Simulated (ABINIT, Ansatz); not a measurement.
**ZrSe3 (P2_1/m): changed settings of a GW run in ABINIT**

What do changed inputs do to GW on ZrSe3 (P2_1/m)?

Method: PBEsol and many-body steps on it, plane waves, in ABINIT 10.8.3.

Report form: the programs' logs are mostly left out.

**1. Set-up**

It takes space group P2_1/m (No. 11, monoclinic). Conventional cell: a = 5.411 Å, b = 3.749 Å, c = 9.444 Å, α = 90.00°, β = 97.48°, γ = 90.00°. Zr has 8 Se at 2.72 to 2.87 Å nearest. Nearest to Se lie 4 Zr at 2.72 to 2.87 Å. Se has 1 Se at 2.34 Å and 2 Zr at 2.73 Å nearest. Se has 1 Se at 2.34 Å and 2 Zr at 2.74 Å nearest. Farther neighbours and most contacts between anions are not listed.

The cell and positions come from the Crystallography Open Database and are kept as given unless a step says otherwise.

**2. Screening, 2×4×1 mesh, 174 bands, screening to 98 eV**

This step: ABINIT 10.8.3; RPA screening on PBEsol, plane waves, norm-conserving pseudopotentials.

The RPA dielectric matrix is built and inverted for each q.

Contents of run.abi:

```
acell 3*1.0 Angstrom
rprim 
  5.410900000000 -0.000000000000 -0.000000000000
  -0.000000000000 3.748800000000 0.000000000000
  -1.229420909100 0.000000000000 9.363634990100
ntypat 2
znucl 40 34
natom 8
typat 1 1 2 2 2 2 2 2
xred 
  0.285000000000 0.250000000000 0.656000000000
  0.715000000000 0.750000000000 0.344000000000
  0.762000000000 0.250000000000 0.554000000000
  0.238000000000 0.750000000000 0.446000000000
  0.456000000000 0.250000000000 0.174000000000
  0.544000000000 0.750000000000 0.826000000000
  0.888000000000 0.250000000000 0.169000000000
  0.112000000000 0.750000000000 0.831000000000
pp_dirpath "pseudos"
pseudos "Zr.upf, Se.upf"
ecut 48
ngkpt 2 4 1
nshiftk 1
shiftk 0 0 0
kptopt 1
chksymbreak 0
istwfk *1
occopt 1
irdwfk 1
optdriver 3
nband 174
ecuteps 3.6
inclvkb 2
awtr 1
symchi 1
indata_prefix "in"
outdata_prefix "out"
tmpdata_prefix "tmp"
```

The run is started by

```console
> OMP_NUM_THREADS=1 mpirun -n 4 abinit run.abi > log
```

It took 6.7 min on 4 MPI ranks of Arm Neoverse V1, shared host; peak memory 5.5 GiB; 27 min of CPU time.

This step gave:

| Quantity | Value |
| --- | --- |
| ε∞ with local fields, on this mesh, along the program's q direction | 16.38 |
| the same without local fields | 19.01 |
| plasma frequency | 34.92 eV |
| plane waves in the screening matrix | 413 |

Local fields lower ε∞ by 14 %. On a Γ-centred mesh this coarse the value itself is usually too large, while a short band sum pulls it down.

**3. Base**

The self-energy is evaluated for the states that the input lists, and the levels follow from it, in one-shot runs by the linearised quasiparticle equation.

This step: G0W0 on PBEsol, plane waves, norm-conserving pseudopotentials.

run.abi: that of step 2 with these lines changed.

```diff
@@ -29,8 +29,17 @@
 irdwfk 1
-optdriver 3
+optdriver 4
 nband 174
+gwcalctyp 0
+ecutsigx 48
+symsigma 1
+nkptgw 2
+kptgw 
+  0.0000000000 0.0000000000 0.0000000000
+  0.5000000000 0.0000000000 0.0000000000
+bdgw 
+  83 86
+  83 86
 ecuteps 3.6
-inclvkb 2
-awtr 1
-symchi 1
+irdscr 1
+ppmodel 1
 indata_prefix "in"
```

It took 32 s on 4 MPI ranks; peak memory 4.6 GiB.

This step gave:

```yaml
g0w0_gap_on_the_points_computed: 0.8130 eV
starting_gap_on_the_mesh: 0.3157 eV
k_of_the_valence_top: 0, 0, 0
k_of_the_conduction_bottom: 0.5, 0, 0
z_at_the_valence_top: 0.797
z_at_the_conduction_bottom: 0.795
least_direct_g0w0_gap_on_the_computed_points: 1.148 eV
```

The gap on the mesh goes from 0.32 eV to 0.81 eV, a correction of +0.50 eV.

**4. Smaller part of the screening matrix**

run.abi: that of step 3 with these lines changed.

```diff
@@ -41,3 +41,3 @@
   83 86
-ecuteps 3.6
+ecuteps 1.8
 irdscr 1
```

It took 18 s on 4 MPI ranks; peak memory 4.3 GiB; 72 s of CPU time.

This step gave:

| Quantity | Value |
| --- | --- |
| G0W0 gap on the points computed | 0.7530 eV |
| starting gap on the mesh | 0.3157 eV |
| k of the valence top | 0, 0, 0 |
| k of the conduction bottom | 0.5, 0, 0 |
| Z at the valence top | 0.803 |
| Z at the conduction bottom | 0.801 |
| least direct G0W0 gap on the computed points | 1.086 eV |

**5. A keyword of another program**

run.abi: that of step 4 with these lines changed.

```diff
@@ -41,5 +41,6 @@
   83 86
-ecuteps 1.8
+ecuteps 3.6
 irdscr 1
 ppmodel 1
+nomega 100
 indata_prefix "in"
```

It took 0.78 s on 4 MPI ranks; peak memory 0.05 GiB.

The run stopped with an error after 0.78 s.

The program's words: Found token: `NOMEGA` in the input file. This name is not one of the registered input variable names (see Action: check your input file. Perhaps you mistyped the input variable, or specified "img", although this was not permitted for this input variable.

The fault put into this input: a keyword of another program.

**6. The runs together**

Times are wall times on 4 MPI ranks of Arm Neoverse V1, shared host, good to a factor of about two. A run's time includes the screening step that it read.

```tsv
run	mesh	bands	screening cutoff (eV)	DFT gap (eV)	gap on the mesh (eV)	direct (eV)	ε∞ used	time
base	2×4×1	174	98	0.316	0.813	1.148	16.38	7.2 min
smaller part of the screening matrix	2×4×1	174	49	0.316	0.753	1.086	16.38	7 min
```

**7. What came out**

```yaml
base: 0.813 eV
smaller_part_of_the_screening_matrix: 0.753 eV
known_limits: not at the basis limit; no spin-orbit coupling; coarse k mesh
```

In words: Smaller part of the screening matrix: −0.060 eV against base (keys changed: ecuteps). Bands and cutoff are finite, so the gap is not at the basis limit. The miss can reach some tenths of an eV and take either sign; the mesh is an error of its own. In the G0W0 runs levels were corrected at 2 k points alone, so a gap called «on the mesh» is the least over those, and an edge elsewhere would be missed. The 2×4×1 mesh is coarse for this cell, which bears on the long-range parts of exchange and screening. The many-body steps are scalar-relativistic: spin-orbit coupling is not in them.

[Paths, hosts, dates, memory and timing lines, banners, echoed tables and standing remarks are left out of the program output.]

[Logs are printed without paths, hosts, clocks, repeated set-up lines and the standing remarks that a program may print on its own settings, such as how far it seeks lower states.]

[Runs of the session that timed out or met a known fault of the program may be left out.]

[Hosts, paths, dates, database ids (printed as entryN), source tags and the programs' standing remarks are cut or masked in the printed files.]

[G0W0 gaps are taken among the corrected bands and points alone; a level outside them can change the order at an edge.]

[Where Ansatz stands beside ABINIT at settings called matched, ABINIT's density can come from a denser mesh and the files from another edition; pairs whose starting gaps differed by over 0.03 eV were left out, so agreement reads better than it is.]
